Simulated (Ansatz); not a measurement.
# N in place of C at several sites of (10,0) carbon nanotube bundle (120 atoms), part 2 of 2

Aim: make N in place of C at several sites of (10,0) carbon nanotube bundle (120 atoms), relax each, and compare their energies.

Ansatz 0.2.0; Kohn-Sham DFT, PBE+D3(BJ), PAW (set soft_2), plane waves.

So far. Step 2 (Single point at the start): The r.m.s. force at the start is 1.1 eV/Å. Step 3 (Relaxation): The relaxation converged after 4 steps, 5.16 eV below its start, with a largest force component of 0.013 eV/Å.

**4. Single point at the relaxed geometry**

One more single point at the end of the walk gives the fuller output and checks the residual forces.

Input file input.yaml:

```yaml
crystal:
  lattice:
    - [11.13042, 0.0, 0.0]
    - [-5.56521, 9.63923, 0.0]
    - [0.0, 0.0, 12.78253]
  atoms:
    - { symbol: C, position: [0.37865, 0.05042, 0.11094] }
    - { symbol: C, position: [0.40874, 0.17342, 0.05577] }
    - { symbol: C, position: [0.39803, 0.27879, 0.11091] }
    - { symbol: C, position: [0.34851, 0.35642, 0.05573] }
    - { symbol: C, position: [0.40859, 0.17342, 0.27758] }
    - { symbol: C, position: [0.39801, 0.27882, 0.2224] }
    [... 108 atom lines left out ...]
    - { symbol: C, position: [0.21397, 0.80131, 0.77756] }
    - { symbol: C, position: [0.31171, 0.92218, 0.72239] }
    - { symbol: C, position: [0.09474, 0.70079, 0.94425] }
    - { symbol: C, position: [0.21403, 0.80135, 0.88909] }
    - { symbol: C, position: [0.31188, 0.92221, 0.94424] }
    - { symbol: C, position: [0.37873, 0.05048, 0.88906] }
kpoints:
  mp_grid: { grid: [2, 2, 1] }
hamiltonian:
  xc: pbe
  dispersion: d3bj
scf:
  occupations: { method: fermi_dirac, width: 0.025 }
output:
  forces: true
  stress: true
  populations: true
  dos:
    method: { smearing: { sigma: 0.15 } }
    de: 0.1
    projected: { site_lists: { C: [C] } }
  eigenvalues: true
  write_density: true
  write_potential: true
  volumetric_format: npy
  elf: true
```

Started as:

```sh
$ ansatz run input.yaml --threads 8 --pin off --max-ram 15872MiB --backend cpu --events-out ev --progress --plain --runs-dir out
```

Numbers of over 12 decimals in the logs are rounded to 6 here.

Output:

```text
[...]
Crystal: 120 atoms, lattice volume = 1371.421 Å³
Basis set: ecut = 420 eV, 26869 PW (Γ), exchange–correlation on 150×150×180 points (8 copies of the dense FFT grid, shifted against one another)
Bands: 360, of which v1, the nominal top of the filled ones, is band 240 counted from 1 (239 counted from 0)
Symmetry: 1 space group operations
[...]
k-points: 4
[...]
SCF iter   1: F=—  HF=-30109.950021 eV  |F-HF|=—  |Δ(HF+E_count)|=         —  Δρ=4.07e-3  dr2=2.24e-1  ethr=1.77e-3  ⟨swp⟩=7.0  Hψ=6478  notcnv=0  defer=310
[...]
SCF iter   9: F=-30110.022842 eV  HF=-30110.022842 eV  |F-HF|=5.85e-9  |Δ(HF+E_count)|=   2.95e-8  Δρ=1.03e-6  dr2=1.60e-8  ethr=2.08e-11  ⟨swp⟩=27.5  Hψ=16163  notcnv=0
SCF 1 converged in 9 iterations: F = -30110.022842 eV  dr2 = 1.60e-8
[...]
WARN: The output density's exchange-correlation potential varies sharply where the density is thin. Do not read a vacuum level from v_tot or v_xc, or from such a field of the output density. On a cell that repeats whose density bears no net charge and no dipole along the vacuum's axis use v_es (v_loc + v_h of the components); [...]
SCF converged after 9 iterations
Free energy (F): -30110.022842 eV
[...]
Internal energy: -30110.020623 eV  (E = F + TS)
E sigma→0 (E₀):  -30110.021733 eV
Entropy (-TS):   -0.002219 eV (-0.018 meV/atom)
Fermi energy:    4.611215 eV
[...]
--- Forces (eV/Å), atoms counted from 1 ---
  atom   1  C     -0.00124429     0.00315801    -0.00431923
  atom   2  C     -0.00543614     0.00495628    -0.00672481
  atom   3  C      0.00389764    -0.00229182    -0.00168966
  atom   4  C      0.00317602     0.00202297     0.00193727
  atom   5  C      0.00241190    -0.00400196    -0.00732708
  atom   6  C      0.00478736    -0.00337647     0.00226950
  atom   7  C     -0.00208260    -0.00162789    -0.00514814
  atom   8  C      0.00756753     0.00239980     0.01034425
  atom   9  C     -0.00395913     0.00221170     0.00451084
  atom  10  C     -0.00193831    -0.00084851     0.00645416
  atom  11  C     -0.00738599     0.00056540    -0.00126796
  atom  12  C      0.00028214     0.00433505     0.00055175
  atom  13  C     -0.00098844    -0.00255988     0.00093713
  atom  14  C     -0.00221098     0.00308834    -0.00194912
[...]
atom 119  C     -0.00443997    -0.00492828    -0.00254614
  atom 120  C     -0.00147088    -0.00378814     0.00444032
  max |Σ_I F_I| component: 4.05e-6 eV/Å
--- Stress (GPa, compression-positive) ---
        0.059473      -0.037915       0.001624
       -0.037916      -0.025748       0.002643
        0.001624       0.002643       3.799996
  P = ⅓ Tr σ = 1.2779 GPa (12.779 kbar)
--- Band table (eV) ---
[...]
--- Löwdin populations: 120 sites ---
  site symbol       q [e]
     0      C      3.9619
     1      C      3.9602
     2      C      3.9608
[...]
119      C      3.9619
  spilling = 0.009737 (of n_electrons = 480.000000)
```

The job ended after 53 s (8 threads of Arm Neoverse V2, shared host; peak memory 8.7 GiB; 6.9 min of CPU time).

The program notes that the exchange-correlation potential is rough where the density is thin.

Read from the output:

| Quantity | Value |
| --- | --- |
| free energy | -30110.0228 eV |
| free energy per atom | -250.9169 eV/atom |
| SCF cycles | 9 |
| pressure | 1.278 GPa |
| r.m.s. force component | 0.00477 eV/Å |
| longest force | 0.0158 eV/Å |
| Fermi energy | 4.611 eV |
| gap (highest filled to lowest empty level) | 0.2157 eV |
| spilling of the projection | 0.009737 |

The mean of these charges, 0.039 e, is only the charge that the projection spills.

Löwdin charges by element (they lack the spilled electrons, 0.039 e an atom on average):

```csv
element,coordination,atoms,mean charge (e),spread,least,most
C,all,120,0.0389,7.0e-4,0.038,0.0402
```

Density of states as counts of states in windows of 1 eV (from the Fermi level), total and the larger projections:

```csv
from (eV),to (eV),total,C p,C s
-14,-13,16.2,9.4,6.6
-13,-12,26.4,17.4,8.7
-12,-11,6.9,4.4,2.4
-11,-10,24.5,18.8,5.3
-10,-9,31.1,23.6,7.3
-9,-8,23.8,21.0,2.6
-8,-7,47.2,43.2,3.4
-7,-6,41.4,40.1,1.0
-6,-5,40.3,38.1,1.9
-5,-4,41.8,41.0,0.6
-4,-3,28.4,28.1,0.2
-3,-2,26.3,26.1,0.1
-2,-1,10.7,10.6,0.0
-1,0,6.6,6.6,0.0
0,1,12.9,12.4,0.3
1,2,15.4,14.7,0.1
2,3,15.1,14.1,0.1
3,4,33.7,27.9,1.4
4,5,11.6,4.2,0.0
```

Between -21 and -14 eV lie 108 more states.

The levels nearest the highest filled one (over half full), pooled over k-points and spins:

```csv
level less the highest filled one (eV),occupation
-0.464,2
-0.463,2
-0.339,2
-0.334,2
-0.326,2
0,1.97
0.216,0.022
0.238,0.009
0.280,0.002
0.409,0
0.502,0
0.523,0
```

Electrostatic potential energy in the cb plane at fractional x = 0.398, with atoms of C within 0.2 Å of it. With pseudopotentials it is smooth inside the atoms' cores, unlike the true potential.

Values in eV, 13 rows by 16 columns, each cell a mean:
```
  3   3   6   5   2   4   2   5   6   3   3   2   4   6   4   2
  7   7   8   8   7   8   7   8   8   7   7   7   8   8   8   7
  9   9   9   9   9   9   9   9   9   9   9   9   9   9   9   9
  9   9   9   9   9   9   9   9   9   9   9   9   9   9   9   9
  9   9   9   9   9   9   9   9   9   9   9   9   9   9   9   9
  9   9   9   9   9   9   9   9   9   9   9   9   9   9   9   9
  7   7   8   7   7   7   7   7   8   7   7   7   7   8   7   7
 -7  -7   6   3 -14  -3 -13   4   5  -9  -6 -13   0   6  -2 -12
 -6 -21  -9 -17 -17  -2 -18 -16 -10 -20  -5 -12 -21  -6 -21 -11
  1 -37 -28 -44 -16   2 -21 -42 -31 -33   1  -6 -47 -23 -46  -3
-31 -33   2  -5 -48 -22 -46  -3   1 -37 -28 -45 -16   3 -20 -42
 -9 -28 -13 -24 -22  -4 -24 -22 -15 -27  -7 -16 -28  -9 -29 -14
  3 -27 -20 -34  -9   4 -13 -31 -23 -23   4  -1 -36 -15 -35   0
```
Columns run along c (12.8 Å; values clipped at the 3rd and 97th percentile), rows up along b (11.1 Å). Atoms in or near the plane, at fractional coordinates: C at (0.11, 0.05), C at (0.06, 0.17), C at (0.11, 0.28), C at (0.28, 0.17), C at (0.22, 0.28), C at (0.22, 0.05), C at (0.44, 0.05), C at (0.39, 0.17), C at (0.44, 0.28), C at (0.61, 0.17), C at (0.56, 0.28), C at (0.56, 0.05), C at (0.78, 0.05), C at (0.72, 0.17) and more.

ELF in the cb plane at fractional x = 0.398, with atoms of C within 0.2 Å of it. It is the smooth field of the valence electrons, not physical close to the nuclei.

Ten even steps from '0' (0.00) to '9' (0.89), each cell a mean:
```
568863248975568863247975568863248875
666630015666666630015666666630015666
344310002444344310002444344310002444
001000000110001000000010001000000110
000000000000000000000000000000000000
000000000000000000000000000000000000
000000000000000000000000000000000000
000000000000000000000000000000000000
000000000000000000000000000000000000
000000000000000000000000000000000000
000000000000000000000000000000000000
012321123310012321123310012321123310
346641125653346641125653346641125653
777741026777777741026777777741026777
976751037768976751037768976751037768
668974459976569974469975568974459975
147637954762147637954762147637954762
037527952752137527943661137527943662
668975569976668975569976668975559976
942651036427942651036428952651036427
856873248757856873248747855873248757
258867867973258867867973258867867973
036428952651026428952651026428952651
148867767962148867767972148867767872
```
Columns run along c (12.8 Å), rows up along b (11.1 Å). Atoms in or near the plane, at fractional coordinates: C at (0.11, 0.05), C at (0.06, 0.17), C at (0.11, 0.28), C at (0.28, 0.17), C at (0.22, 0.28), C at (0.22, 0.05), C at (0.44, 0.05), C at (0.39, 0.17), C at (0.44, 0.28), C at (0.61, 0.17), C at (0.56, 0.28), C at (0.56, 0.05), C at (0.78, 0.05), C at (0.72, 0.17) and more.

The highest filled and lowest empty levels differ by 0.216 eV on the run's k-points; the mesh holds the band edges only if they fold onto it, so the gap at this level can be narrower or closed, while semilocal functionals tend to narrow gaps against experiment. Löwdin charges run from +0.04 to +0.04 e, about a mean that is the spilled charge alone. Within 0.4 eV of the Fermi level the largest share is C p (99 % of the projected weight).

**5. N on a site of C, site C1**

The site has 3 bonded neighbours (C3) at 1.42 Å on average, by cutoffs that count no bonds between two metal atoms or like ions. The change is made in the relaxed cell and the atoms are relaxed again.

input.yaml, the sections that differ from step 4:

```yaml
crystal:
  lattice:
    - [11.13042, 0.0, 0.0]
    - [-5.56521, 9.63923, 0.0]
    - [0.0, 0.0, 12.78253]
  atoms:
    - { symbol: "N", position: [0.37865, 0.05042, 0.11094] }
    - { symbol: C, position: [0.40874, 0.17342, 0.05577] }
    - { symbol: C, position: [0.39803, 0.27879, 0.11091] }
    - { symbol: C, position: [0.34851, 0.35642, 0.05573] }
    [... atom lines 5 to 120 left out ...]
output:
  forces: true
  eigenvalues: true
relax:
  f_tol: 0.05
  max_steps: 90
# kpoints, hamiltonian, scf: as in step 4
```

Output:

```text
[...]
Crystal: 120 atoms, lattice volume = 1371.421 Å³
Basis set: ecut = 420 eV, 26869 PW (Γ), exchange–correlation on 150×150×180 points (8 copies of the dense FFT grid, shifted against one another)
Bands: 361, of which v1, the nominal top of the filled ones, is band 241 counted from 1 (240 counted from 0)
Symmetry: 1 space group operations
[...]
k-points: 4
[...]
SCF iter   1: F=—  HF=-30242.280335 eV  |F-HF|=—  |Δ(HF+E_count)|=         —  Δρ=4.18e-3  dr2=4.06e-1  ethr=1.77e-3  ⟨swp⟩=6.2  Hψ=6430  notcnv=0  defer=344
[...]
SCF iter   5: F=—  HF=-30242.330305 eV  |F-HF|=—  |Δ(HF+E_count)|=   7.00e-5  Δρ=6.58e-5  dr2=1.22e-4  ethr=2.23e-7  ⟨swp⟩=2.0  Hψ=1825  notcnv=0  defer=438
SCF iter   6: F=-30242.330285 eV  HF=-30242.330295 eV  |F-HF|=1.09e-5  |Δ(HF+E_count)|=   9.34e-6  Δρ=2.61e-5  dr2=1.52e-5  ethr=1.30e-8  ⟨swp⟩=22.8  Hψ=12275  notcnv=0
SCF 1 converged in 6 iterations: F = -30242.330285 eV  dr2 = 1.52e-5
[...]
relax step   1: F+E_penalty+E_count = -30242.33028454 eV  Δ(F+E_penalty+E_count) = +0.000e0 eV  max|allowed force component| = 7.329e-1 eV/Å  Δτ_max = 0.0000 Å  (6 SCF iters, dr2 threshold 6.25e-5 eV, accepted)
[...]
relax step   2: F+E_penalty+E_count = -30242.40921427 eV  Δ(F+E_penalty+E_count) = -7.893e-2 eV  max|allowed force component| = 4.536e-1 eV/Å  Δτ_max = 0.0365 Å  (5 SCF iters, dr2 threshold 3.36e-5 eV, accepted)
[...]
relax step   3: F+E_penalty+E_count = -30242.43098969 eV  Δ(F+E_penalty+E_count) = -2.178e-2 eV  max|allowed force component| = 9.670e-2 eV/Å  Δτ_max = 0.0232 Å  (5 SCF iters, dr2 threshold 1.29e-5 eV, accepted)
[...]
relax step   4: F+E_penalty+E_count = -30242.43179133 eV  Δ(F+E_penalty+E_count) = -8.016e-4 eV  max|allowed force component| = 2.823e-2 eV/Å  Δτ_max = 0.0056 Å  (6 SCF iters, accepted)
SCF converged after 6 iterations
Free energy (F): -30242.431791 eV
[...]
Internal energy: -30242.419142 eV  (E = F + TS)
E sigma→0 (E₀):  -30242.425467 eV
Entropy (-TS):   -0.012649 eV (-0.105 meV/atom)
Fermi energy:    4.673813 eV
[...]
Σ components = -30242.431791   (vs F -30242.431791, Δ=0.00e0)
--- Forces (eV/Å), atoms counted from 1 ---
  atom   1  N      0.00818503     0.00712092     0.02822683
  atom   2  C      0.00069095     0.02048627    -0.00299501
  atom   3  C      0.00354281    -0.00342191    -0.01604711
  atom   4  C     -0.00376351    -0.00506315     0.00530431
[...]
atom 120  C     -0.00115017     0.00178117     0.00968340
  max |Σ_I F_I| component: 2.48e-4 eV/Å
--- Band table (eV) ---
[...]
--- Relaxed structure (4 steps of the walk, 4 accepted, 0 SCFs on fresh bases) ---
  F+E_penalty+E_count = -30242.43179133 eV   max|allowed force component| = 2.823e-2 eV/Å
  atoms:
    - { symbol: N, position: [0.378013, 0.049525, 0.111750] }
    - { symbol: C, position: [0.403927, 0.169893, 0.056435] }
    - { symbol: C, position: [0.393235, 0.274146, 0.111257] }
    - { symbol: C, position: [0.347996, 0.355056, 0.055440] }
[...]
- { symbol: C, position: [0.383105, 0.050264, 0.889170] }
```

The job ended after 1.8 min (8 threads; peak memory 8.9 GiB).

The relaxation converged after 4 steps, 0.102 eV below its start, with a largest force component of 0.028 eV/Å.

The surroundings of the N atom, after relaxation, nearest first, numbered as they follow in the input and with coordinates relative to it.

```csv
atom,x,y,z,distance (Å),bonds
N1,0.00,0.00,0.00,0.00,3
C40,0.02,0.00,1.40,1.40,3
C2,-0.38,1.16,-0.71,1.41,3
C36,-0.06,-1.22,-0.71,1.41,3
C3,-1.08,2.17,-0.01,2.42,3
C35,-0.50,-2.37,0.00,2.42,3
C5,-0.33,1.18,2.11,2.44,3
C39,-0.01,-1.23,2.11,2.44,3
C119,-0.02,-1.22,-2.12,2.45,3
C85,-0.34,1.18,-2.12,2.45,3
```

The column of bonds counts only the pairs C-C within 1.82 Å, C-N within 1.79 Å; other neighbours, such as metal atoms beside each other in a compound, aren't counted, and periodic images can show an atom twice.

The largest move is 0.06 Å, by C81.

**6. N on a site of C, site C119**

The site has 3 bonded neighbours (C3) at 1.42 Å on average. 

Input and log are left out; they have the form of those shown for this kind of step.

The job ended after 1.8 min (8 threads of Arm Neoverse V2, shared host; peak memory 8.8 GiB).

The relaxation converged after 4 steps, 0.102 eV below its start, with a largest force component of 0.040 eV/Å.

Local excerpt of 10 atoms (numbers count through the whole input) about the N atom, after relaxation; x, y, z are measured from there.

```csv
atom,x,y,z,distance (Å),bonds
N119,0.00,0.00,0.00,0.00,3
C36,0.02,0.00,1.40,1.40,3
C118,-0.45,-1.14,-0.71,1.41,3
C120,0.00,1.22,-0.71,1.41,3
C117,-1.22,-2.09,-0.01,2.42,3
C85,-0.36,2.39,-0.01,2.42,3
C35,-0.40,-1.16,2.11,2.44,3
C1,0.05,1.23,2.11,2.44,3
C81,0.05,1.22,-2.12,2.45,3
C115,-0.41,-1.15,-2.12,2.45,3
```

The column of bonds counts only the pairs C-C within 1.82 Å, C-N within 1.79 Å; other neighbours, such as metal atoms beside each other in a compound, aren't counted, and periodic images can show an atom twice.

The largest move is 0.06 Å, by C79.

**7. N on a site of C, site C87**

The site has 3 bonded neighbours (C3) at 1.42 Å on average. 

input.yaml, the sections that differ from step 5:

```yaml
crystal:
  lattice:
    - [11.13042, 0.0, 0.0]
    - [-5.56521, 9.63923, 0.0]
    - [0.0, 0.0, 12.78253]
  atoms:
    [... atom lines 1 to 83 left out ...]
    - { symbol: C, position: [0.34855, 0.35651, 0.72241] }
    - { symbol: C, position: [0.40879, 0.17347, 0.94423] }
    - { symbol: C, position: [0.39808, 0.27882, 0.88907] }
    - { symbol: "N", position: [0.2663, 0.40048, 0.7776] }
    - { symbol: C, position: [0.15771, 0.40528, 0.72243] }
    - { symbol: C, position: [0.34851, 0.35643, 0.94424] }
    - { symbol: C, position: [0.26625, 0.40043, 0.88908] }
    [... atom lines 91 to 120 left out ...]
# kpoints, hamiltonian, scf, output, relax: as in step 5
```

Output:

```text
[...]
Crystal: 120 atoms, lattice volume = 1371.421 Å³
Basis set: ecut = 420 eV, 26869 PW (Γ), exchange–correlation on 150×150×180 points (8 copies of the dense FFT grid, shifted against one another)
Bands: 361, of which v1, the nominal top of the filled ones, is band 241 counted from 1 (240 counted from 0)
Symmetry: 1 space group operations
[...]
k-points: 4
[...]
SCF iter   1: F=—  HF=-30242.325143 eV  |F-HF|=—  |Δ(HF+E_count)|=         —  Δρ=4.26e-3  dr2=4.28e-1  ethr=1.77e-3  ⟨swp⟩=6.5  Hψ=6434  notcnv=0  defer=346
[...]
SCF iter   5: F=—  HF=-30242.367953 eV  |F-HF|=—  |Δ(HF+E_count)|=   1.98e-4  Δρ=7.63e-5  dr2=1.85e-4  ethr=3.30e-7  ⟨swp⟩=2.0  Hψ=1854  notcnv=0  defer=448
SCF iter   6: F=-30242.367918 eV  HF=-30242.367928 eV  |F-HF|=1.08e-5  |Δ(HF+E_count)|=   2.48e-5  Δρ=2.64e-5  dr2=1.60e-5  ethr=1.30e-8  ⟨swp⟩=22.0  Hψ=12705  notcnv=0
SCF 1 converged in 6 iterations: F = -30242.367918 eV  dr2 = 1.60e-5
[...]
relax step   1: F+E_penalty+E_count = -30242.36791752 eV  Δ(F+E_penalty+E_count) = +0.000e0 eV  max|allowed force component| = 7.747e-1 eV/Å  Δτ_max = 0.0000 Å  (6 SCF iters, dr2 threshold 6.25e-5 eV, accepted)
[...]
relax step   2: F+E_penalty+E_count = -30242.44558806 eV  Δ(F+E_penalty+E_count) = -7.767e-2 eV  max|allowed force component| = 4.734e-1 eV/Å  Δτ_max = 0.0441 Å  (5 SCF iters, dr2 threshold 3.75e-5 eV, accepted)
[...]
relax step   3: F+E_penalty+E_count = -30242.46654186 eV  Δ(F+E_penalty+E_count) = -2.095e-2 eV  max|allowed force component| = 1.011e-1 eV/Å  Δτ_max = 0.0323 Å  (6 SCF iters, dr2 threshold 1.40e-5 eV, accepted)
[...]
relax step   4: F+E_penalty+E_count = -30242.46758004 eV  Δ(F+E_penalty+E_count) = -1.038e-3 eV  max|allowed force component| = 2.998e-2 eV/Å  Δτ_max = 0.0069 Å  (6 SCF iters, accepted)
SCF converged after 6 iterations
Free energy (F): -30242.467580 eV
[...]
Internal energy: -30242.450441 eV  (E = F + TS)
E sigma→0 (E₀):  -30242.459010 eV
Entropy (-TS):   -0.017139 eV (-0.143 meV/atom)
Fermi energy:    4.651516 eV
[...]
Σ components = -30242.467580   (vs F -30242.467580, Δ=0.00e0)
--- Forces (eV/Å), atoms counted from 1 ---
  atom   1  C     -0.00158034    -0.00317490    -0.00361609
  atom   2  C      0.00037172    -0.00240599     0.00568020
  atom   3  C      0.00121335    -0.00190159     0.00386746
  atom   4  C      0.00504868     0.00010567    -0.01300860
[...]
atom 120  C     -0.00006033     0.00541818     0.00856712
  max |Σ_I F_I| component: 2.94e-4 eV/Å
--- Band table (eV) ---
[...]
--- Relaxed structure (4 steps of the walk, 4 accepted, 0 SCFs on fresh bases) ---
  F+E_penalty+E_count = -30242.46758004 eV   max|allowed force component| = 2.998e-2 eV/Å
  atoms:
    - { symbol: C, position: [0.376844, 0.051719, 0.111145] }
    - { symbol: C, position: [0.407121, 0.174643, 0.055966] }
    - { symbol: C, position: [0.399475, 0.282099, 0.110660] }
    - { symbol: C, position: [0.353001, 0.362688, 0.054936] }
[...]
- { symbol: C, position: [0.376675, 0.050524, 0.889008] }
```

Wall time 1.8 min (8 threads); peak memory 8.9 GiB; 14 min of CPU time.

The relaxation converged after 4 steps, 0.0997 eV below its start, with a largest force component of 0.030 eV/Å.

**8. N on a site of C, site C44**

The site has 3 bonded neighbours (C3) at 1.42 Å on average. 

Input and log are left out; they have the form of those shown for this kind of step.

It took 1.8 min on 8 threads of Arm Neoverse V2, shared host; peak memory 8.9 GiB; 14 min of CPU time.

The relaxation converged after 4 steps, 0.123 eV below its start, with a largest force component of 0.019 eV/Å.

**9. The sites compared**

All these cells hold the same atoms, so their energies can be compared with no chemical potential.

```csv
site,neighbours,mean distance (Å),atoms within 6 Å,energy over the best site (eV),before relaxation (eV),gain on relaxing (eV)
C44,C3,1.42,70,0.00,0.00,0.12
C87,C3,1.42,77,0.04,0.02,0.10
C1,C3,1.42,73,0.08,0.06,0.10
C119,C3,1.42,80,0.09,0.06,0.10
```

Neighbours are those of the relaxed host within 1.82 Å (C-C); other pairs aren't counted.

**10. What came out**

The cheapest site is C44 (3 neighbours, C3); the dearest, C119 (3 neighbours, C3), costs 0.085 eV more. Sites with the same first shell differ by up to 0.09 eV, from their geometry, farther neighbours or both. Relaxation gains 0.100 to 0.12 eV and leaves the best site the same.

Caveats: Defects are neutral and interact with their images. Only 4 of the 120 C sites were tried; unless symmetry makes the others alike to these, a cheaper one may exist. The change leaves an odd electron count, and these runs have no spin polarisation. The stress is far from hydrostatic: its diagonal is 0.1, 0.0, 3.8 GPa, compression counted positive.

The DFT runs together took 9.6 min of wall time.

[Logs are printed without paths, hosts, clocks, repeated set-up lines and the standing remarks that a program may print on its own settings, such as how far it seeks lower states.]

[Hosts, paths, dates, database ids (printed as entryN), source tags and the programs' standing remarks are cut or masked in the printed files.]
